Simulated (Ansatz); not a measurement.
# Si on Ni(100): change of the work function, part 3 of 4

Aim: the work function of Ni(100) at several coverages of Si (hollow site), and the dipole that each adsorbate carries.

Ansatz 0.2.0; plane-wave DFT, PBE, Ansatz PAW.

So far, work function, upper face (eV): step 2 (the clean slab) 4.88; step 3 (37 atoms, coverage 0.111 ML, cell 3x3) 4.90.

## (4) The covered slab, k-mesh 6×6×1, coverage 0.25 ML

System of this step: Si/Ni(100). The cell holds 17 atoms: 16 Ni and 1 Si. Cell: a = 4.978 Å, b = 4.978 Å, c = 24.897 Å, α = 90.0°, β = 90.0°, γ = 90.0°. Vacuum lies along c.

Another coverage, to see how the dipoles act on each other as their distance changes.

Contents of input.yaml:

```yaml
crystal:
  lattice:
    - [4.9780317396, 0.0, 0.0]
    - [0.0, 4.9780317396, 0.0]
    - [0.0, 0.0, 24.8973126539]
  atoms:
    - { symbol: Ni, position: [0.25, 0.25, 0.3614847966], spin: 0.76 }
    - { symbol: Ni, position: [0.0, 0.0, 0.4321751568], spin: 0.69 }
    - { symbol: Ni, position: [0.25, 0.25, 0.5037551102], spin: 0.7 }
    - { symbol: Ni, position: [0.0, 0.0, 0.5717733824], spin: 0.76 }
    - { symbol: Ni, position: [0.25, 0.75, 0.3614847966], spin: 0.76 }
    - { symbol: Ni, position: [0.0, 0.5, 0.4321751568], spin: 0.69 }
    - { symbol: Ni, position: [0.25, 0.75, 0.5037551102], spin: 0.7 }
    - { symbol: Ni, position: [0.0, 0.5, 0.5717733824], spin: 0.76 }
    - { symbol: Ni, position: [0.75, 0.25, 0.3614847966], spin: 0.76 }
    - { symbol: Ni, position: [0.5, 0.0, 0.4321751568], spin: 0.69 }
    - { symbol: Ni, position: [0.75, 0.25, 0.5037551102], spin: 0.7 }
    - { symbol: Ni, position: [0.5, 0.0, 0.5717733824], spin: 0.76 }
    - { symbol: Ni, position: [0.75, 0.75, 0.3614847966], spin: 0.76 }
    - { symbol: Ni, position: [0.5, 0.5, 0.4321751568], spin: 0.69 }
    - { symbol: Ni, position: [0.75, 0.75, 0.5037551102], spin: 0.7 }
    - { symbol: Ni, position: [0.5, 0.5, 0.5717733824], spin: 0.76 }
    - { symbol: Si, position: [0.25, 0.25, 0.6385152034] }
magnetization:
  spin_polarized: true
kpoints:
  mp_grid: { grid: [6, 6, 1] }
hamiltonian:
  xc: pbe
scf:
  occupations: { method: fermi_dirac, width: 0.1 }
  convergence: { dr2_threshold: 1.0e-08 }
efield:
  axis: 3
  dipole_correction: true
  ramp_position: 0.97
  ramp_width: 0.06
relax:
  f_tol: 0.02
  max_steps: 60
  constraints: [{ sites: [0, 1, 4, 5, 8, 9, 12, 13] }]
output:
  dos: { projected: true, e_range: [-8, 4] }
  write_potential: true
  write_density: true
  volumetric_format: npy
  elf: true
```

The run is started by

```bash
$ ansatz run input.yaml --threads 8 --pin off --max-ram 16384MiB --backend cpu --events-out ev --progress --plain --runs-dir out
```

Numbers of over 12 decimals in the logs are rounded to 6 here.

Log:

```text
[...]
Crystal: 17 atoms, lattice volume = 616.975 Å³
Basis set: ecut = 420 eV, 12127 PW (Γ), exchange–correlation on 72×72×360 points (8 copies of the dense FFT grid, shifted against one another)
Bands: 183, of which v1, the nominal top of the filled ones, is band 146 counted from 1 (145 counted from 0)
Symmetry: 8 space group operations
k-points: 10 of 36
[...]
Starting moments: Σ|m| = 11.64 μB on 16 of 17 sites
[...]
SCF iter   1: F=—  HF=-94049.905419 eV  |F-HF|=—  |Δ(HF+E_count)|=         —  Δρ=2.22e-2 (↑1.26e-2 ↓2.22e-2)  dr2=1.88e1  dr2_m=7.34e-1  M=11.779 μB ∫|m|=12.444 μB  β_m=1.00  ethr=3.10e-3  p=-0.000 e·Å  D=-2.88e-6 V/Å  ΔV_dip=0.00 eV  dr2_dipole=2.21e-1  V_vac-E_F(+/−)=7.10/7.10 eV  ⟨swp⟩=11.8  Hψ=20192  notcnv=0  defer=159
[...]
SCF iter  18: F=-94065.698191 eV  HF=-94065.698191 eV  |F-HF|=5.53e-10  |Δ(HF+E_count)|=   2.02e-9  Δρ=3.39e-7 (↑8.47e-8 ↓3.39e-7)  dr2=1.40e-9  dr2_m=1.09e-10  M=9.468 μB ∫|m|=10.997 μB  ethr=1.00e-12  p=0.001 e·Å  D=4.09e-4 V/Å  ΔV_dip=-0.01 eV  dr2_dipole=5.84e-11  V_vac-E_F(+/−)=4.88/4.89 eV  ⟨swp⟩=15.0  Hψ=26454  notcnv=0
SCF 1 converged in 18 iterations: F = -94065.698191 eV  dr2 = 1.40e-9
[...]
relax step   1: F+E_penalty+E_count = -94065.69819086 eV  Δ(F+E_penalty+E_count) = +0.000e0 eV  max|allowed force component| = 1.842e0 eV/Å  Δτ_max = 0.0000 Å  (18 SCF iters, accepted)
[...]
SCF iter  15: F=-94065.878442 eV  HF=-94065.878442 eV  |F-HF|=9.11e-9  |Δ(HF+E_count)|=   1.53e-9  Δρ=5.98e-7 (↑1.91e-7 ↓5.98e-7)  dr2=8.10e-9  dr2_m=2.93e-10  M=9.348 μB ∫|m|=10.822 μB  ethr=1.00e-12  p=0.002 e·Å  D=4.66e-4 V/Å  ΔV_dip=-0.01 eV  dr2_dipole=1.44e-9  V_vac-E_F(+/−)=4.87/4.89 eV  ⟨swp⟩=11.9  Hψ=24997  notcnv=0
SCF 2 converged in 15 iterations: F = -94065.878442 eV  dr2 = 8.10e-9
relax step   2: F+E_penalty+E_count = -94065.87844222 eV  Δ(F+E_penalty+E_count) = -1.803e-1 eV  max|allowed force component| = 1.270e0 eV/Å  Δτ_max = 0.0992 Å  (15 SCF iters, accepted)
SCF iter   1: F=—  HF=-94066.052314 eV  |F-HF|=—  |Δ(HF+E_count)|=         —  Δρ=3.28e-3 (↑2.95e-3 ↓3.28e-3)  dr2=1.62e-1  dr2_m=3.83e-2  M=9.187 μB ∫|m|=10.620 μB  β_m=1.00  ethr=5.44e-4  p=0.002 e·Å  D=4.66e-4 V/Å  ΔV_dip=-0.01 eV  dr2_dipole=1.97e-2  V_vac-E_F(+/−)=4.89/4.90 eV  ⟨swp⟩=4.5  Hψ=8973  notcnv=0  defer=373
[...]
SCF iter  14: F=-94066.028631 eV  HF=-94066.028631 eV  |F-HF|=3.64e-10  |Δ(HF+E_count)|=   2.21e-9  Δρ=3.31e-7 (↑2.28e-7 ↓3.31e-7)  dr2=1.34e-9  dr2_m=1.16e-10  M=9.100 μB ∫|m|=10.491 μB  ethr=1.63e-12  p=0.005 e·Å  D=1.56e-3 V/Å  ΔV_dip=-0.04 eV  dr2_dipole=6.41e-11  V_vac-E_F(+/−)=4.85/4.89 eV  ⟨swp⟩=12.0  Hψ=26483  notcnv=0
SCF 3 converged in 14 iterations: F = -94066.028631 eV  dr2 = 1.34e-9
relax step   3: F+E_penalty+E_count = -94066.02863087 eV  Δ(F+E_penalty+E_count) = -1.502e-1 eV  max|allowed force component| = 1.895e-1 eV/Å  Δτ_max = 0.1948 Å  (14 SCF iters, accepted)
[...]
relax step   4: F+E_penalty+E_count = -94066.03593820 eV  Δ(F+E_penalty+E_count) = -7.307e-3 eV  max|allowed force component| = 7.048e-2 eV/Å  Δτ_max = 0.0163 Å  (13 SCF iters, accepted)
SCF iter   1: F=—  HF=-94066.036307 eV  |F-HF|=—  |Δ(HF+E_count)|=         —  Δρ=1.86e-4 (↑1.32e-4 ↓1.86e-4)  dr2=2.89e-4  dr2_m=5.95e-5  M=9.115 μB ∫|m|=10.506 μB  β_m=1.00  ethr=4.61e-6  p=0.004 e·Å  D=1.31e-3 V/Å  ΔV_dip=-0.03 eV  dr2_dipole=2.41e-5  V_vac-E_F(+/−)=4.86/4.89 eV  ⟨swp⟩=2.0  Hψ=6382  notcnv=0  defer=313
[...]
SCF iter  12: F=-94066.036366 eV  HF=-94066.036366 eV  |F-HF|=4.61e-9  |Δ(HF+E_count)|=  3.35e-10  Δρ=4.56e-7 (↑1.14e-7 ↓4.56e-7)  dr2=3.87e-9  dr2_m=1.98e-10  M=9.113 μB ∫|m|=10.505 μB  ethr=1.00e-12  p=0.005 e·Å  D=1.32e-3 V/Å  ΔV_dip=-0.03 eV  dr2_dipole=7.31e-10  V_vac-E_F(+/−)=4.86/4.89 eV  ⟨swp⟩=9.3  Hψ=22441  notcnv=0
SCF 5 converged in 12 iterations: F = -94066.036366 eV  dr2 = 3.87e-9
relax step   5: F+E_penalty+E_count = -94066.03636613 eV  Δ(F+E_penalty+E_count) = -4.279e-4 eV  max|allowed force component| = 1.505e-2 eV/Å  Δτ_max = 0.0070 Å  (12 SCF iters, accepted)
[...]
SCF converged after 12 iterations
Magnetization: 9.1135 μB (150.5567 up, 141.4433 down)
Absolute magnetization: 10.5150 μB (∫|ρ↑−ρ↓|, with the PAW one-centre terms)
[...]
Per-site moments (μB) at R_I (Å): [(0.741095, 1.026719), (0.684407, 1.018097), (0.706272, 1.026719), (0.365711, 0.922654), (0.766048, 1.026719), (0.684407, 1.018097), (0.603776, 1.020487), (0.365711, 0.922654), (0.766048, 1.026719), (0.684407, 1.018097), (0.603776, 1.020487), (0.365711, 0.922654), (0.756976, 1.026719), (0.684407, 1.018097), (0.570110, 1.018097), (0.365711, 0.922654), (-0.017726, 0.922654)]
Free energy (F): -94066.036366 eV
[...]
Internal energy: -94065.122055 eV  (E = F + TS)
E sigma→0 (E₀):  -94065.579211 eV
Entropy (-TS):   -0.914311 eV (-53.783 meV/atom)
Fermi energy:    1.998295 eV
Dipole field:    D = 0.001301 V/Å  (p = 0.004436 e·Å, saw-weighted, corrected)
Work function:   Φ+ = 4.8586 eV   Φ− = 4.8910 eV
[...]
--- Forces (eV/Å), atoms counted from 1 ---
  atom   1  Ni     0.00000000     0.00000000     0.34158787
  atom   2  Ni     0.04211451     0.04211451    -0.32503904
  atom   3  Ni     0.00000000     0.00000000     0.01504982
  atom   4  Ni     0.00117947     0.00117947     0.00142731
  atom   5  Ni    -0.00000000     0.00000000     0.30678305
  atom   6  Ni     0.04211451    -0.04211451    -0.32503904
  atom   7  Ni    -0.00000000     0.00000000    -0.00438207
  atom   8  Ni     0.00117947    -0.00117947     0.00142731
  atom   9  Ni    -0.00000000     0.00000000     0.30678305
  atom  10  Ni    -0.04211451     0.04211451    -0.32503904
  atom  11  Ni     0.00000000     0.00000000    -0.00438207
  atom  12  Ni    -0.00117947     0.00117947     0.00142731
  atom  13  Ni     0.00000000     0.00000000     0.34182842
  atom  14  Ni    -0.04211451    -0.04211451    -0.32503904
  atom  15  Ni    -0.00000000     0.00000000    -0.00246750
  atom  16  Ni    -0.00117947    -0.00117947     0.00142731
  atom  17  Si    -0.00000000     0.00000000    -0.00632341
  max |Σ_I F_I| component: 3.02e-5 eV/Å
--- Band table (eV; the first three rows and the last of 20) ---
  k-point 0 ↑: bands = [... 142 lower, 1.4710, 1.5538, 1.5661, 1.6082, 1.8114, 1.9392, 1.9695, 2.4291, ... 33 higher]
  k-point 1 ↑: bands = [... 142 lower, 1.4500, 1.4739, 1.4795, 1.5352, 1.5435, 1.6681, 1.7816, 1.8276, ... 33 higher]
  k-point 2 ↑: bands = [... 142 lower, 1.4033, 1.4157, 1.4274, 1.4734, 1.5003, 1.5346, 1.5687, 1.6505, ... 33 higher]
  k-point 9 ↓: bands = [... 142 lower, 1.7259, 1.7830, 1.8675, 2.1274, 2.1274, 2.2070, 2.2485, 2.2817, ... 33 higher]
--- Relaxed structure (5 steps of the walk, 5 accepted, 0 SCFs on fresh bases) ---
  F+E_penalty+E_count = -94066.03636613 eV   max|allowed force component| = 1.505e-2 eV/Å
  atoms:
    - { symbol: Ni, position: [0.25, 0.25, 0.3614847966] }
    - { symbol: Ni, position: [0.0, 0.0, 0.432175] }
    - { symbol: Ni, position: [0.25, 0.25, 0.503744] }
    - { symbol: Ni, position: [-0.00612025, -0.00612025, 0.573460] }
    - { symbol: Ni, position: [0.25, 0.750000, 0.3614847966] }
    - { symbol: Ni, position: [0.0, 0.5, 0.432175] }
    - { symbol: Ni, position: [0.25, 0.750000, 0.503652] }
    - { symbol: Ni, position: [-0.00612025, 0.506120, 0.573460] }
    - { symbol: Ni, position: [0.750000, 0.25, 0.3614847966] }
    - { symbol: Ni, position: [0.5, 0.0, 0.432175] }
    - { symbol: Ni, position: [0.750000, 0.25, 0.503652] }
    - { symbol: Ni, position: [0.506120, -0.00612025, 0.573460] }
    - { symbol: Ni, position: [0.750000, 0.750000, 0.3614847966] }
    - { symbol: Ni, position: [0.5, 0.5, 0.432175] }
    - { symbol: Ni, position: [0.750000, 0.750000, 0.501673] }
    - { symbol: Ni, position: [0.506120, 0.506120, 0.573460] }
    - { symbol: Si, position: [0.25, 0.25, 0.626622] }
```

Elapsed: 4.4 min, on 8 threads of Arm Neoverse V2, shared host; peak memory 5.5 GiB.

The steps of the relaxation:

| step | energy less that of the first step (eV) | largest force component (eV/Å) |
| --- | --- | --- |
| 1 | 0.0000 | 1.8424 |
| 2 | -0.1803 | 1.2704 |
| 3 | -0.3304 | 0.1895 |
| 4 | -0.3377 | 0.0705 |
| 5 | -0.3382 | 0.0150 |

Forces are held to the 8 operations that the run works with; a distortion that breaks them can't arise in this run.

The atoms that moved most (Å):

| atom | dx | dy | dz | length |
| --- | --- | --- | --- | --- |
| Si17 | 0.000 | 0.000 | -0.296 | 0.296 |
| Ni4 | -0.030 | -0.030 | 0.042 | 0.060 |
| Ni12 | 0.030 | -0.030 | 0.042 | 0.060 |
| Ni8 | -0.030 | 0.030 | 0.042 | 0.060 |
| Ni16 | 0.030 | 0.030 | 0.042 | 0.060 |
| Ni15 | 0.000 | 0.000 | -0.052 | 0.052 |

Final coordinates:

```xyz
17
Lattice="4.9780 0.0000 0.0000 0.0000 4.9780 0.0000 0.0000 0.0000 24.8973" Properties=species:S:1:pos:R:3
Ni    1.2445    1.2445    9.0000
Ni    0.0000    0.0000   10.7600
Ni    1.2445    1.2445   12.5419
Ni   -0.0305   -0.0305   14.2776
Ni    1.2445    3.7335    9.0000
Ni    0.0000    2.4890   10.7600
Ni    1.2445    3.7335   12.5396
Ni   -0.0305    2.5195   14.2776
Ni    3.7335    1.2445    9.0000
Ni    2.4890    0.0000   10.7600
Ni    3.7335    1.2445   12.5396
Ni    2.5195   -0.0305   14.2776
Ni    3.7335    3.7335    9.0000
Ni    2.4890    2.4890   10.7600
Ni    3.7335    3.7335   12.4903
Ni    2.5195    2.5195   14.2776
Si    1.2445    1.2445   15.6012
```

This step gave:

| Item | Value |
| --- | --- |
| energy at zero smearing | -94065.5792 eV |
| total moment | 9.113 μB |
| work function, upper face | 4.859 eV |
| work function, lower face | 4.891 eV |
| dipole along the normal | 0.004436 e·Å |
| step between the vacuum levels | -0.03241 eV |

The density of states has structure finer than the step of the table below, so its rows give means over 0.25 eV, whole bins alone (the curve runs from -8 to 1.98 eV). Peaks (eV: height): total -2.170: 63.3, -1.650: 58.5, -1.290: 54.7, -1.050: 61.6, -0.960: 58.5, -0.780: 60.2, -0.570: 71.6; up -3.160: 24.4, -2.290: 32.0, -2.170: 41.0, -1.650: 38.5, -1.500: 24.2, -0.780: 34.8, -0.570: 47.2; down -1.770: 29.2, -1.530: 38.2, -1.470: 32.1, -1.050: 35.0, -0.960: 30.0, -0.180: 30.1, 0.240: 32.6.

Table of density of states by energy, zero at the Fermi level; means over each step; values in states/eV a cell:

| energy (eV) | total | up | down |
| --- | --- | --- | --- |
| -7.75 | 1.41 | 0.694 | 0.714 |
| -7.50 | 1.53 | 0.762 | 0.765 |
| -7.25 | 1.59 | 0.799 | 0.790 |
| -7.00 | 1.56 | 0.795 | 0.761 |
| -6.75 | 0.877 | 0.445 | 0.432 |
| -6.50 | 1.28 | 0.646 | 0.631 |
| -6.25 | 1.57 | 0.794 | 0.774 |
| -6.00 | 4.55 | 2.28 | 2.27 |
| -5.75 | 1.96 | 1.08 | 0.878 |
| -5.50 | 3.87 | 1.93 | 1.94 |
| -5.25 | 2.71 | 1.44 | 1.28 |
| -5.00 | 5.25 | 3.19 | 2.06 |
| -4.75 | 4.63 | 2.24 | 2.40 |
| -4.50 | 8.29 | 5.65 | 2.65 |
| -4.25 | 13.4 | 8.45 | 4.95 |
| -4.00 | 16.6 | 9.85 | 6.71 |
| -3.75 | 24.4 | 16.8 | 7.65 |
| -3.50 | 21.3 | 13.6 | 7.71 |
| -3.25 | 29.6 | 12.5 | 17.0 |
| -3.00 | 25.0 | 15.1 | 9.94 |
| -2.75 | 30.3 | 17.3 | 13.1 |
| -2.50 | 32.1 | 17.6 | 14.5 |
| -2.25 | 45.5 | 28.5 | 17.0 |
| -2.00 | 31.9 | 15.9 | 16.1 |
| -1.75 | 43.6 | 22.9 | 20.7 |
| -1.50 | 46.0 | 22.9 | 23.1 |
| -1.25 | 45.7 | 25.6 | 20.1 |
| -1.00 | 50.3 | 27.2 | 23.1 |
| -0.75 | 54.0 | 30.7 | 23.3 |
| -0.50 | 48.8 | 24.8 | 24.0 |
| -0.25 | 31.4 | 6.16 | 25.2 |
| 0.00 | 26.4 | 3.56 | 22.9 |
| 0.25 | 25.9 | 3.52 | 22.3 |
| 0.50 | 8.93 | 2.24 | 6.69 |
| 0.75 | 7.91 | 3.91 | 4.00 |
| 1.00 | 6.45 | 3.13 | 3.32 |
| 1.25 | 6.80 | 3.14 | 3.66 |
| 1.50 | 6.82 | 3.28 | 3.54 |
| 1.75 | 5.85 | 2.56 | 3.30 |

Projected DOS per atom over height of the atomic layer and energy from the Fermi level. Layers: Ni4 Ni4 Ni4 Ni4 Si from below.

Ten even steps from '0' (0.02 states/eV) to '9' (4.04 states/eV), each cell a mean:
```
00001
00002
00002
22211
54431
75671
96581
86671
64461
56651
34441
24431
24421
12211
01100
00000
00000
00000
00000
00000
00000
00000
```
Columns: height of the atomic layer (Å) from 9 to 15.6 (not evenly spaced); rows upwards: energy from the Fermi level (eV) from -7.96 to 1.95.

Projected DOS per atom, spin up over height of the atomic layer and energy from the Fermi level. Layers: Ni4 Ni4 Ni4 Ni4 Si from below.

Ten even steps from '_' (0.01 states/eV) to '@' (2.28 states/eV), each cell a mean:
```
________..
________..
________::
________..
____......
++++****..
@@**++##__
##++++**..
##----**..
******++..
========..
::------__
::++++::..
..--::....
__....____
__________
__________
__________
__________
__________
__________
__________
```
Columns: height of the atomic layer (Å) from 9 to 15.6 (not evenly spaced); rows upwards: energy from the Fermi level (eV) from -7.96 to 1.95.

Projected DOS per atom, spin down over height of the atomic layer and energy from the Fermi level. Layers: Ni4 Ni4 Ni4 Ni4 Si from below.

Values in states/eV, 22 rows by 5 columns, each cell a mean:
```
0.14 0.16 0.15 0.13 0.36
0.15 0.16 0.16 0.19 0.57
0.19 0.17 0.18 0.17 0.43
0.94 0.84 0.74 0.48 0.35
1.89 1.43 1.46 1.20 0.24
1.79 1.15 1.24 1.47 0.23
1.75 1.19 1.08 1.56 0.29
1.49 1.22 1.29 1.44 0.36
0.85 0.98 1.14 1.26 0.36
0.88 0.95 0.92 0.99 0.38
0.53 0.75 0.66 0.89 0.33
0.52 1.16 1.07 0.66 0.35
0.28 0.53 0.55 0.43 0.36
0.21 0.42 0.43 0.30 0.21
0.10 0.18 0.19 0.13 0.10
0.08 0.12 0.14 0.08 0.09
0.08 0.11 0.11 0.07 0.09
0.08 0.10 0.14 0.06 0.11
0.02 0.07 0.05 0.02 0.03
0.02 0.06 0.05 0.02 0.03
0.03 0.08 0.05 0.01 0.09
0.02 0.06 0.02 0.01 0.11
```
Columns: height of the atomic layer (Å) from 9 to 15.6 (not evenly spaced); rows upwards: energy from the Fermi level (eV) from -7.96 to 1.95.

Site moment by atom:

| atom | site moment (μB) |
| --- | --- |
| Ni1 | 0.741 |
| Ni2 | 0.684 |
| Ni3 | 0.706 |
| Ni4 | 0.366 |
| Ni5 | 0.766 |
| Ni6 | 0.684 |
| Ni7 | 0.604 |
| Ni8 | 0.366 |
| Ni9 | 0.766 |
| Ni10 | 0.684 |
| Ni11 | 0.604 |
| Ni12 | 0.366 |
| Ni13 | 0.757 |
| Ni14 | 0.684 |
| Ni15 | 0.570 |
| Ni16 | 0.366 |
| Si17 | -0.018 |

Spin density in the ca plane at fractional y = 0.250, with atoms of Ni and Si within 0.2 Å of it.

Ten even steps from '0' (0.0 e/Å³) to '9' (2.2 e/Å³), each cell a mean:
```
00000000000000000000000000000000000000000000
00000010000000000000000000000000000000000000
00000382000000055000000000000000000000000000
00000372000000055000000000000000000000000000
00000010000000000000000000000000000000000000
00000000000000000000000000000000000000000000
00000000000000000000000000000000000000000000
00000000000000000000000000000000000000000000
00000231000000033000000000000000000000000000
00000492000000177100000000000000000000000000
00000131000000022000000000000000000000000000
00000000000000000000000000000000000000000000
00000000000000000000000000000000000000000000
```
Columns run along c (16.0 Å, from fractional 0.28 to 0.92 of the cell), rows up along a (5.0 Å). Atoms in or near the plane, at fractional coordinates: Ni at (0.36, 0.25), Ni at (0.50, 0.25), Ni at (0.36, 0.75), Ni at (0.50, 0.75), Si at (0.63, 0.25).

ELF in the ca plane at fractional y = 0.250, with atoms of Ni and Si within 0.2 Å of it. It is the smooth field of the valence electrons, not physical close to the nuclei.

Ten even steps from '0' (0.00) to '9' (0.94), each cell a mean:
```
01122222232223222222223455432100000000000000
00111232222222233222222221100000000000000000
00112464222221355322222110000000000000000000
00112464222221355312222110000000000000000000
00111232222222233222222222110000000000000000
01122222222223222222223455432100000000000000
01122222332223222232235677776421000000000000
01111222222222222122346778998642000000000000
00112343222221244212345447999752100000000000
00112564222222366312343267999863100000000000
00112343222221244212345447999752100000000000
01111222222222122122346778998642000000000000
01122222332223222232235677776421000000000000
```
Columns run along c (16.0 Å, from fractional 0.28 to 0.92 of the cell), rows up along a (5.0 Å). Atoms in or near the plane, at fractional coordinates: Ni at (0.36, 0.25), Ni at (0.50, 0.25), Ni at (0.36, 0.75), Ni at (0.50, 0.75), Si at (0.63, 0.25).

ELF of down spins in the ca plane at fractional y = 0.250, with atoms of Ni and Si within 0.2 Å of it. It is the smooth field of the valence electrons, not physical close to the nuclei.

Ten even steps from '0' (0.00) to '9' (0.92), each cell a mean:
```
01122222332233222233233455432100000000000000
00111232222232233223222222110000000000000000
00112564222222355322222110000000000000000000
00112564222222355322222110000000000000000000
00111232222232233223222222110000000000000000
01122222332233222233233455432100000000000000
01223222332233322333335778875420000000000000
01111222232232222123346778998631000000000000
00112443222222244212355447999752100000000000
00112574222222366322343267999852100000000000
00112443222222244212355447999752100000000000
01111222232232122123346778998631000000000000
01223322332233322333335778875320000000000000
```
Columns run along c (16.0 Å, from fractional 0.28 to 0.92 of the cell), rows up along a (5.0 Å). Atoms in or near the plane, at fractional coordinates: Ni at (0.36, 0.25), Ni at (0.50, 0.25), Ni at (0.36, 0.75), Ni at (0.50, 0.75), Si at (0.63, 0.25).

The relaxation took 5 steps and lowered the energy by 0.34 eV; the largest force on the free atoms ends at 0.015 eV/Å.

By hand: a sheet of dipoles makes a step −p/(ε₀A) in the electron's potential. With e/ε₀ = 180.95 V·Å, p = 0.004436 e·Å and A = 24.78 Å², that is −180.95 × (0.004436) / 24.78 = -0.032 eV, and the two vacuum levels of the run differ by -0.032 eV.

The covered face has 4.86 eV, -0.02 eV against the clean one; the bare back face has moved by +0.01 eV, a measure of how thin the slab is.

(Part 3 of 4 ends here.)

[Logs are printed without paths, hosts, clocks, repeated set-up lines and the standing remarks that a program may print on its own settings, such as how far it seeks lower states.]

[Hosts, paths, dates, database ids (printed as entryN), source tags and the programs' standing remarks are cut or masked in the printed files.]

[Maps of the electrostatic potential energy from Ansatz leave out the sawtooth potential of an applied field or a dipole correction, so their vacuum need not be flat; planar profiles and work functions include it.]

[The density of states shown here was stored with 400 of the rows of the run's finer table, so its peaks can read low, often by over a quarter, or be missed, and its means over a window can be off by a tenth or more.]
